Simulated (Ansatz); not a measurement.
# V (Im-3m, 1 atom in the cell): phonons and vibrational spectra

Wanted: vibrations and spectra of V (Im-3m, 1 atom in the cell); the cell is already relaxed.

Main program and level: Ansatz 0.2.0; DFT PBE, scalar-relativistic, plane waves, PAW.

## Step 1: Starting point

Symmetry: Im-3m, No. 229, cubic system. The conventional cell has a = 2.997 Å, b = 2.997 Å, c = 2.997 Å, α = 90.00°, β = 90.00°, γ = 90.00°. Nearest to V lie 8 V at 2.60 Å.

Coordinates:

```cif
data_structure
_symmetry_space_group_name_H-M 'P 1'
_symmetry_Int_Tables_number 1
_cell_length_a 2.5952
_cell_length_b 2.5952
_cell_length_c 2.5952
_cell_angle_alpha 109.471
_cell_angle_beta 109.471
_cell_angle_gamma 109.471
_cell_volume 13.45
loop_
_atom_site_label
_atom_site_type_symbol
_atom_site_fract_x
_atom_site_fract_y
_atom_site_fract_z
_atom_site_occupancy
V1 V 0.00000 0.00000 0.00000 1
```

## Step 2: The dispersion

The cell comes from relaxations at this level that are not shown. Stability and thermal properties need the whole zone. Linear response on a 4×4×4 q mesh gives force constants as far as a supercell of that size would.

The input, input.yaml:

```yaml
crystal:
  lattice:
    - [-1.4983256871, 1.4983256871, 1.4983256871]
    - [1.4983256871, -1.4983256871, 1.4983256871]
    - [1.4983256871, 1.4983256871, -1.4983256871]
  atoms:
    - { symbol: V, position: [0.0, 0.0, 0.0] }
kpoints:
  mp_grid: { grid: [20, 20, 20] }
hamiltonian:
  xc: pbe
scf:
  occupations: { method: methfessel_paxton, width: 0.2 }
output:
  eigenvalues: true
phonons:
  method: dfpt
  qmesh: [4, 4, 4]
  temperatures: { t_max: 1000, t_step: 50 }
  qpath:
    path:
      - [[0.0, 0.0, 0.0], [0.5, -0.5, 0.5], [0.0, 0.0, 0.5], [0.0, 0.0, 0.0], [0.25, 0.25, 0.25], [0.5, -0.5, 0.5]]
      - [[0.25, 0.25, 0.25], [0.0, 0.0, 0.5]]
    npoints: 10
```

Run with:

```
$ ansatz run input.yaml --threads 4 --pin off --max-ram 7168MiB --backend cpu --events-out ev --progress --plain --runs-dir out
```

Numbers of over 12 decimals in the logs are rounded to 6 here.

The log of the run:

```text
Engine: ansatz 0.2.0, aarch64-unknown-linux-gnu
Pseudopotentials: kind: paw
Pseudopotential: V, paw, valence charge 13, recommended cutoff 420 eV (normal), V.paw.azcp
Functional definition: PBE
  parameter kappa = 0.804
  parameter beta = 0.066725
  exchange = pbe_x(kappa = kappa, mu = beta*pi^2/3)
  correlation = pbe_c(beta = beta)
Crystal: 1 atoms, lattice volume = 13.455 Å³
Basis set: ecut = 420 eV, 249 PW (Γ), exchange–correlation on 36×36×36 points (8 copies of the dense FFT grid, shifted against one another)
Bands: 11, of which v1, the nominal top of the filled ones, is band 7 counted from 1 (6 counted from 0)
Symmetry: 48 space group operations
k-points: 256 of 8000
Non-local potential: V, projectors of the file, l = 0: 3, l = 1: 2, l = 2: 3, l = 3: 1
PAW form: soft (Blöchl's): semilocal exchange-correlation on the pseudo side does not see the compensation charge
PAW one-centre angular grid: V, 590 points (default); XC on 64 Gauss nodes
Initial density: superposition of atomic densities (neutral atoms: chi_scale 0, normalization atom), corrected by the library's trained network
Initial wavefunctions: pseudopotential atomic-orbital guess
Functional: x = pbe(κ = 0.804, μ = 0.219515), c = pbe(β = 0.066725)
SCF iter   1: F=—  HF=-2912.411197 eV  |F-HF|=—  |Δ(HF+E_count)|=         —  Δρ=4.95e-3  dr2=8.85e-4  ethr=1.77e-3  ⟨swp⟩=4.1  Hψ=14269  notcnv=0
preconditioner: auto → none  [metal: Δε(μ)=0.002 eV  Ē_g=6.751 eV  σ=0.200 eV  W_gap=0.01  n_scr=0 (ndim 8)  ℏωp=22.6 eV  f_vac=0.000  D(μ)=1.77/eV (n_scr^D=18)]
SCF iter   2: F=—  HF=-2912.411186 eV  |F-HF|=—  |Δ(HF+E_count)|=   1.16e-5  S|Δr|=    0.00e0  Δρ=2.50e-3  dr2=2.25e-4  ethr=6.81e-6  ⟨swp⟩=1.0  Hψ=4864  notcnv=0
SCF iter   3: F=—  HF=-2912.411241 eV  |F-HF|=—  |Δ(HF+E_count)|=   5.54e-5  S|Δr|=    0.00e0  Δρ=3.08e-4  dr2=9.33e-6  ethr=1.73e-6  ⟨swp⟩=1.0  Hψ=2797  notcnv=0
SCF iter   4: F=—  HF=-2912.411238 eV  |F-HF|=—  |Δ(HF+E_count)|=   3.17e-6  S|Δr|=    0.00e0  Δρ=5.08e-5  dr2=3.20e-7  ethr=7.17e-8  ⟨swp⟩=2.6  Hψ=4354  notcnv=0
SCF iter   5: F=—  HF=-2912.411236 eV  |F-HF|=—  |Δ(HF+E_count)|=   1.61e-6  S|Δr|=    0.00e0  Δρ=1.45e-5  dr2=2.30e-8  ethr=2.46e-9  ⟨swp⟩=1.1  Hψ=2817  notcnv=0
SCF iter   6: F=—  HF=-2912.411236 eV  |F-HF|=—  |Δ(HF+E_count)|=   4.84e-9  S|Δr|=    0.00e0  Δρ=1.27e-6  dr2=1.21e-10  ethr=1.77e-10  ⟨swp⟩=2.1  Hψ=3291  notcnv=0
SCF iter   7: F=-2912.411236 eV  HF=-2912.411236 eV  |F-HF|=0.00e0  |Δ(HF+E_count)|=  1.64e-11  S|Δr|=    0.00e0  Δρ=5.01e-8  dr2=8.49e-14  ethr=1.00e-12  ⟨swp⟩=4.9  Hψ=9615  notcnv=0
SCF 1 converged in 7 iterations: F = -2912.411236 eV  dr2 = 8.49e-14
  greatest PAW one-centre occupation: 1.000 electrons in one spin orbital (limit 2), on the V atom at site 0 (counted from 0), in its partial waves of l = 0
NSCF: frozen V_eff on 256 k-points
NSCF: frozen V_eff on 641 k-points
DFPT response loops at q = (0, 0, 0) (fractional): preconditioner auto → Kerker (q_TF=auto, 2.713 Å⁻¹) (partly filled bands, converged f_vac=0.000); β = 1.00, the filter's whole step (`scf.mixing.beta` (0.50) is not read by the response loops under this deck's `scf.mixing.preconditioner`; to damp them name `kerker` or `kerker_dos`, under which they read `scf.mixing.beta`, and type it under 1.00, their step now; both keys bind the ground state too); Broyden in place of MSR1
NSCF: frozen V_eff on 8400 k-points
DFPT response loops at q = (0, 0, 0.25) (fractional): mixed as the last ones told, above
NSCF: frozen V_eff on 4224 k-points
DFPT response loops at q = (0, 0, -0.5) (fractional): mixed as the last ones told, above
NSCF: frozen V_eff on 16000 k-points
DFPT response loops at q = (0, 0.25, 0.25) (fractional): mixed as the last ones told, above
NSCF: frozen V_eff on 2232 k-points
DFPT response loops at q = (0.25, 0.25, 0.25) (fractional): mixed as the last ones told, above
NSCF: frozen V_eff on 4420 k-points
DFPT response loops at q = (0.25, 0.25, -0.25) (fractional): mixed as the last ones told, above
NSCF: frozen V_eff on 8400 k-points
DFPT response loops at q = (0.25, -0.5, -0.5) (fractional): mixed as the last ones told, above
NSCF: frozen V_eff on 1282 k-points
DFPT response loops at q = (-0.5, -0.5, -0.5) (fractional): mixed as the last ones told, above
SCF converged after 7 iterations
Stability not checked: this state was not tested for a lower state beside it, because cold or Methfessel-Paxton smearing, or corrected tetrahedra, fill the levels in a way that the test cannot read (fill_not_monotonic; see scf.lower_state_search)
Free energy (F): -2912.411236 eV
Harris-Foulkes:  -2912.411236 eV  (|F-HF|=0.00e0)
Internal energy: -2912.411497 eV  (E = F + TS)
E sigma→0 (E₀):  -2912.411301 eV
Entropy (-TS):   0.000261 eV (0.261 meV/atom)
Fermi energy:    16.547711 eV
--- Per-component energies (eV) ---
  E_band       = -144.172016
  E_kinetic    = 336.470631
  E_local      = -892.850831  (includes V_loc(G=0)·N_el)
  E_nonlocal   = -45.634447
  E_hartree    = 410.528388
  E_xc         = -130.540835
  E_vxc        = -165.501850  (∫ρ·V_xc dr)
  E_paw        = -1112.698504  (= ΣΔE_a)
  E_vpaw       = -197.712542  (= ΣTr[D̂ρ^β])
  E_aug_tail   = 0.000253  (compensation charges beyond the density's cutoff)
  E_ewald      = -1477.686153
  E_smearing   = 0.000261  (= −TS)
  E_closure    = 0.000000  (closes the sum)
  Σ components = -2912.411236   (vs F -2912.411236, Δ=0.00e0)
--- Band table (eV; the first three rows and the last of 256) ---
  k-point 0: bands = [... 3 lower, -20.4409, 9.9560, 16.9627, 16.9627, 16.9627, 18.9797, 18.9797, 37.0983]
  k-point 1: bands = [... 3 lower, -20.4411, 10.0574, 16.9192, 16.9541, 17.0352, 18.9286, 18.9826, 36.9048]
  k-point 2: bands = [... 3 lower, -20.4415, 10.3548, 16.7951, 16.9170, 17.2493, 18.8038, 18.9924, 36.3329]
  k-point 255: bands = [... 3 lower, -21.0592, 13.5483, 13.5483, 20.2853, 20.2853, 20.2853, 26.7711, 26.7711]
--- Phonons (Γ-DFPT): 1 representative perturbation + reference (Σ response iterations 3) ---
  ASR residual: 7.692e-6 → 0.000e0 eV/Å²; symmetrization residual: 9.095e-13 eV/Å²
  ASR residual per site (eV/Å²): 7.69e-6
  Γ frequencies (cm⁻¹): 0.00 0.00 0.00
--- Phonons (arbitrary-q DFPT): 8 irreducible q on the 4×4×4 mesh ---
  q = [0.0000, 0.0000, 0.0000] (star 1, of the zone-centre solve; hermiticity 7.38e-8, symmetrization 1.18e-7): -0.00 -0.00 0.00
  q = [0.0000, 0.0000, 0.2500] (star 12, 2 solved perturbations in 6410 linear systems a pass and spin channel, the states on 4200 of 8000 k-point pairs; hermiticity 1.71e-13, symmetrization 3.71e-13): 105.71 116.05 170.63
  q = [0.0000, 0.0000, -0.5000] (star 6, 2 solved perturbations in 3278 linear systems a pass and spin channel, the states on 2112 of 8000 k-point pairs; hermiticity 8.48e-14, symmetrization 1.66e-13): 173.72 182.52 234.63
  q = [0.0000, 0.2500, 0.2500] (star 24, 2 solved perturbations in 12200 linear systems a pass and spin channel, the states on 8000 of 8000 k-point pairs; hermiticity 3.03e-7, symmetrization 1.46e-13): 144.34 164.67 228.19
  q = [0.2500, 0.2500, 0.2500] (star 2, 1 solved perturbation on 1116 of 8000 k-point pairs; hermiticity 8.01e-14, symmetrization 3.22e-13): 203.72 203.72 203.72
  q = [0.2500, 0.2500, -0.2500] (star 6, 2 solved perturbations in 3420 linear systems a pass and spin channel, the states on 2210 of 8000 k-point pairs; hermiticity 1.36e-13, symmetrization 7.89e-14): 150.23 150.23 244.75
  q = [0.2500, -0.5000, -0.5000] (star 12, 2 solved perturbations in 6410 linear systems a pass and spin channel, the states on 4200 of 8000 k-point pairs; hermiticity 1.43e-13, symmetrization 5.16e-14): 173.13 210.01 243.34
  q = [-0.5000, -0.5000, -0.5000] (star 1, 1 solved perturbation on 641 of 8000 k-point pairs; hermiticity 1.96e-14, symmetrization 1.19e-13): 259.32 259.32 259.32
  sum rule: each row above includes the acoustic sum rule's correction from the zone centre's row sums; it moved no ω² by more than (0.20 cm⁻¹)²
  mesh force constants: q→R imaginary residual 0.00e0; ASR residual 7.692e-6 → 0.000e0 eV/Å²; symmetrization residual 5.329e-15 eV/Å²
  interpolated dispersion: 62 rows × 3 modes
  density of states and harmonic sums: on the 32×32×32 q-mesh, interpolated from the force constants of a 4×4×4 supercell (no non-analytic term)
  largest difference from the sums on the solved wave vectors: F 1.53e-2 eV, S 1.81e-5 and C_V 5.40e-6 eV/K
  zero-point energy: 0.032743 eV/cell   skipped modes (ω ≤ 0): 25, of them read as no rigid motion or as one in doubt: 22 (1.392e-2 modes/cell left out, lowest -23.64 cm⁻¹)   left out of the sums: 4.67e-3 of the cell's modes: C_V's classical limit lies that fraction below 3 k_B per atom; for a crystal, a wire or a layer, F and S can be off by more, and a phonons.interpolated_qmesh denser along its periods is the remedy for the sampling
```

The job ended after 96 s (4 threads of Arm Neoverse V2, shared host; peak memory 3.2 GiB; 5.9 min of CPU time).

In the SCF lines HF is the Harris–Foulkes energy and dr2 the Hartree energy of the density residual, in eV; the loop may stop once dr2 is under the threshold and the program's other checks hold. Hψ counts applications of the Hamiltonian.

This run has no spin polarisation, although V can carry a moment.

This step gave:

| Quantity | Value |
| --- | --- |
| volume per atom | 13.45 Å³ |
| gap on the k-mesh | 0 eV |
| sum-rule residual before enforcement | 7.69e-6 eV/Å² |
| lowest frequency on the path | -22.08 cm⁻¹ |
| highest frequency on the path or at a solved wavevector | 259.3 cm⁻¹ |
| lowest mode on the q mesh (acoustic modes at Γ apart) | 105.7 cm⁻¹ |

Frequencies (cm⁻¹) solved at each irreducible wavevector; negative means imaginary. Frequencies by wavevector, by row:

```csv
q in reciprocal lattice units,star,mode 1,mode 2,mode 3
0 0 0,1,0,0,0
0 0 0.25,12,105.7,116,170.6
0 0 -0.5,6,173.7,182.5,234.6
0 0.25 0.25,24,144.3,164.7,228.2
0.25 0.25 0.25,2,203.7,203.7,203.7
0.25 0.25 -0.25,6,150.2,150.2,244.8
0.25 -0.5 -0.5,12,173.1,210,243.3
-0.5 -0.5 -0.5,1,259.3,259.3,259.3
```

Interpolated from a 4×4×4 q mesh. Phonon branches along the path, in cm⁻¹:

```csv
point,branch 1,branch 2,branch 3
Γ,0,0,0
halfway,150,150,245
H,259,259,259
halfway,173,210,243
N,174,182,235
halfway,106,116,171
Γ,0,0,0
halfway,93,93,218
P,204,204,204
halfway,172,205,205
H,259,259,259
jump to P,204,204,204
halfway,170,198,210
N,174,182,235
```

The phonon branches as a text plot (rows in cm⁻¹):

```
    253 |         *******                                **
    242 |    ***   *  ** **                  *          *
    230 |       **         ****             * *        **      **
    218 |         *    **                  *   *      *     **
    207 |   *    *       *     *                ***  * *   *  *
    195 |       *       * *                    * * **      *** *
    183 |                  ******         *       *   *     *   *
    171 |                *  ***  *            *    ***       ****
    160 |                 **   *
    148 |  *  **                * *      *   *
    136 |
    124 |                          *
    113 |                        *          *
    101 |    *                   **     *
     89 |                           *      *
     78 | *                        *      *
     66 |                         *
     54 |                           *  * *
     42 |   *                        *  *
     31 |                          * *
     19 |                              *
      7 |
     -5 |*                            *
    -16 | **                        **
         Γ           H       N        Γ         P        H|P    N
```

Tetrahedra on a 32×32×32 mesh, mean over bins of 5 cm-1. Interpolated from a 4×4×4 q mesh. The phonon density of states by wavenumber; read off at these points:

```csv
wavenumber (cm⁻¹),phonon density of states (1/cm⁻¹/cell)
-22,2.1e-4
-12,5.6e-4
-8,5.7e-4
2,5.2e-4
8,5.5e-4
18,7.7e-4
22,9.5e-4
32,0.00148
38,0.00177
48,0.0023
52,0.0026
62,0.00313
68,0.00344
78,0.0041
82,0.00443
92,0.00516
98,0.00561
108,0.00652
112,0.00708
122,0.00833
128,0.00906
138,0.0109
142,0.0123
152,0.0161
158,0.0213
168,0.0321
172,0.0216
182,0.0184
188,0.0232
192,0.0266
198,0.0226
202,0.018
212,0.0234
218,0.0329
222,0.0431
228,0.0340
232,0.0242
242,0.00802
248,0.00488
258,0.00157
```

Second derivatives of the energy by pair, one row for each kind of neighbour of each atom listed. Each entry sums the pair over the periodic images of the supercell that the q mesh stands for, and in a polar crystal it holds the long-range dipole part too. Force constants by pair, by row:

```csv
atom,neighbour,distance (Å),third of the trace (eV/Å²),along the pair's line (eV/Å²)
V1,itself,0,6.281,–
V1,V,2.595,-0.6625,-1.263
V1,V,2.997,-0.1232,-0.3302
V1,V,4.238,0.0035,-0.4391
V1,V,4.969,-0.0416,-0.2904
V1,V,5.19,0.0329,0.4092
V1,V,5.993,0.238,0.8096
V1,V,6.701,-0.0218,-0.0194
```

Symmetry leaves 8 wavevectors to solve. The lowest mode among them, the acoustic zeros apart, lies at q = (0, 0, 0.25) and is real, 106 cm⁻¹. Between them the interpolated path dips to 22i cm⁻¹.

## Step 3: Finite displacements in a supercell

Finite displacements in a 2×2×2 supercell give force constants from forces alone. They are exact at the wavevectors that the supercell holds, where they check the linear-response result.

Changes to input.yaml since step 2:

```diff
@@ -16,4 +16,4 @@
 phonons:
-  method: dfpt
-  qmesh: [4, 4, 4]
+  method: fd
+  supercell: [2, 2, 2]
   temperatures: { t_max: 1000, t_step: 50 }
```

The log of the run:

```text
[...]
Crystal: 8 atoms, lattice volume = 107.639 Å³
Basis set: ecut = 420 eV, 2123 PW (Γ), exchange–correlation on 72×72×72 points (8 copies of the dense FFT grid, shifted against one another)
Bands: 69, of which v1, the nominal top of the filled ones, is band 52 counted from 1 (51 counted from 0)
Symmetry: 384 space group operations
k-points: 47 of 1000
[...]
SCF iter   1: F=—  HF=-23299.289889 eV  |F-HF|=—  |Δ(HF+E_count)|=         —  Δρ=4.72e-8  dr2=6.61e-13  ethr=1.00e-12  ⟨swp⟩=2.9  Hψ=8252  notcnv=0
[...]
SCF iter   2: F=-23299.289889 eV  HF=-23299.289889 eV  |F-HF|=3.64e-12  |Δ(HF+E_count)|=  1.09e-11  S|Δr|=    0.00e0  Δρ=2.65e-8  dr2=2.02e-13  ethr=1.00e-12  ⟨swp⟩=2.5  Hψ=5989  notcnv=0
SCF 1 converged in 2 iterations: F = -23299.289889 eV  dr2 = 2.02e-13
[...]
Symmetry: 8 space group operations
k-points: 102 of 1000 (time reversal used)
iter 1 solved again at ethr=3.87e-8 eV; its pass at ethr=3.10e-3 eV (dr2=4.03e-5 eV) is discarded
[...]
SCF iter   7: F=-23299.289867 eV  HF=-23299.289867 eV  |F-HF|=0.00e0  |Δ(HF+E_count)|=  3.64e-12  S|Δr|=    0.00e0  Δρ=3.23e-8  dr2=6.37e-13  ethr=1.00e-12  ⟨swp⟩=5.5  Hψ=24854  notcnv=0
SCF 2 converged in 7 iterations: F = -23299.289867 eV  dr2 = 6.37e-13
[...]
SCF converged after 2 iterations
[...]
Free energy (F): -23299.289889 eV
[...]
Internal energy: -23299.291975 eV  (E = F + TS)
E sigma→0 (E₀):  -23299.290411 eV
Entropy (-TS):   0.002085 eV (0.261 meV/atom)
Fermi energy:    16.547711 eV
[...]
--- Band table (eV; the first three rows and the last of 47) ---
  k-point 0: bands = [... 48 lower, 16.9627, 16.9627, 18.1897, 18.1897, 18.1897, 18.1897, 18.1897, 18.1897, ... 13 higher]
  k-point 1: bands = [... 48 lower, 16.9541, 17.0352, 17.7070, 17.8759, 17.8759, 17.8759, 17.8759, 17.9267, ... 13 higher]
  k-point 2: bands = [... 48 lower, 16.9170, 16.9505, 17.2493, 17.2736, 17.2736, 17.2736, 17.2736, 17.3542, ... 13 higher]
  k-point 46: bands = [... 48 lower, 15.9887, 15.9887, 17.4015, 17.4015, 17.4015, 17.4015, 17.4015, 17.4015, ... 13 higher]
--- Phonons: 1 displaced member + reference (amplitude 0.0025 Å, Σ member SCF iterations 7) ---
  symmetry images taken by strict's conditions (phonons.symmetry_images: auto; settled by no image being taken that strict refuses)
  ASR residual: 2.572e-5 → 0.000e0 eV/Å²; symmetrization residual: 1.776e-15 eV/Å²
  largest component of a force at the reference: 3.1e-29 eV/Å
  ASR residual per site (eV/Å²): 2.57e-5
  Γ frequencies (cm⁻¹): 0.00 0.00 0.00
[...]
zero-point energy: 0.035502 eV/cell   skipped modes (ω ≤ 0): 3   left out of the sums: 3.70e-5 of the cell's modes: C_V's classical limit lies that fraction below 3 k_B per atom; for a crystal, a wire or a layer, F and S can be off by more, and a phonons.interpolated_qmesh denser along its periods is the remedy for the sampling
```

Wall time 15 s (4 threads); peak memory 0.96 GiB; 59 s of CPU time.

This step gave:

| Item | Value |
| --- | --- |
| atoms in the supercell | 8 |
| sum-rule residual before enforcement | 2.57e-5 eV/Å² |
| lowest frequency on the path | 0 cm⁻¹ |

Interpolated from a 2×2×2 supercell, rough between the solved points. The phonon branches at the labelled points (cm⁻¹):

```csv
point,branch 1,branch 2,branch 3
Γ,0,0,0
halfway,145,211,211
H,259,259,259
halfway,221,224,247
N,174,182,235
halfway,123,129,166
Γ,0,0,0
halfway,160,160,165
P,206,206,206
halfway,221,225,225
H,259,259,259
jump to P,206,206,206
halfway,190,196,221
N,174,182,235
```

The phonon branches as a text plot (rows in cm⁻¹):

```
    254 |         *******                               ***
    243 |        *     * **                            *
    232 |       * *     *  ****                       *        **
    221 |                *     *                    **       **
    211 |     ** *        *     *              ******      **
    200 |                                    *** **        ***
    189 |                  **               **                **
    178 |    *  *          *****            *                  **
    167 |                     ****         *
    157 |                       *          *
    146 |   * **                          *
    135 |                         *       *
    124 |                        *
    113 |    *                           *
    103 |  *                      **     *
     92 |
     81 |                          *    *
     70 |   *                       *   *
     59 |                           *
     49 | **                        *
     38 |                            * *
     27 |                            *
     16 | *
      5 |*                            *
         Γ           H       N        Γ         P        H|P    N
```

Tetrahedra on a 30×30×30 mesh, mean over bins of 2 cm-1. Interpolated from a 2×2×2 supercell, rough between the solved points. The phonon density of states by wavenumber; read off at these points:

```csv
wavenumber (cm⁻¹),phonon density of states (1/cm⁻¹/cell)
10.0,1.5e-5
20.0,1.2e-4
30.0,2.8e-4
40.0,5.2e-4
50.0,7.9e-4
60.0,0.00116
70.0,0.00157
80.0,0.00208
90.0,0.00269
100.0,0.00340
110.0,0.00427
120.0,0.00533
130.0,0.00662
140.0,0.00831
150.0,0.0106
160.0,0.0137
170.0,0.0190
180.0,0.0272
190.0,0.0333
200.0,0.0365
205.0,0.0382
210.0,0.0330
220.0,0.0291
230.0,0.0279
240.0,0.0178
250.0,0.0106
```

The highest branch reaches 259 cm⁻¹ on this path, at H. No branch goes imaginary on this path.

## Step 4: Results

- space group (within 0.01 Å): Im-3m
- volume per atom: 13.5 Å³
- electronic character: no gap on this mesh
- lowest mode on the q mesh (acoustic modes at Γ apart): 106 cm⁻¹
- highest frequency on the path or at a solved wavevector: 259 cm⁻¹
- imaginary modes on the 4×4×4 q mesh: none

**Reading.** No mode is imaginary at the 8 irreducible wavevectors solved, but between them the interpolated path dips to 22.1i cm⁻¹, so stability is not settled. The interpolated path dips to 22i cm⁻¹ between the solved wavevectors, which may come from the interpolation; a denser q mesh would tell. With no gap, or one that is small against the smearing, the frequencies hang on the k mesh and the smearing, most of all near Kohn anomalies. The phonon runs are without spin polarisation, although the cell has an odd electron count. A phonon run warned that its eigensolver left some bands unconverged in a pass. These are harmonic frequencies at zero temperature: anharmonic shifts, linewidths and thermal expansion are left out.

[Logs are printed without paths, hosts, clocks, repeated set-up lines and the standing remarks that a program may print on its own settings, such as how far it seeks lower states.]

[Hosts, paths, dates, database ids (printed as entryN), source tags and the programs' standing remarks are cut or masked in the printed files.]
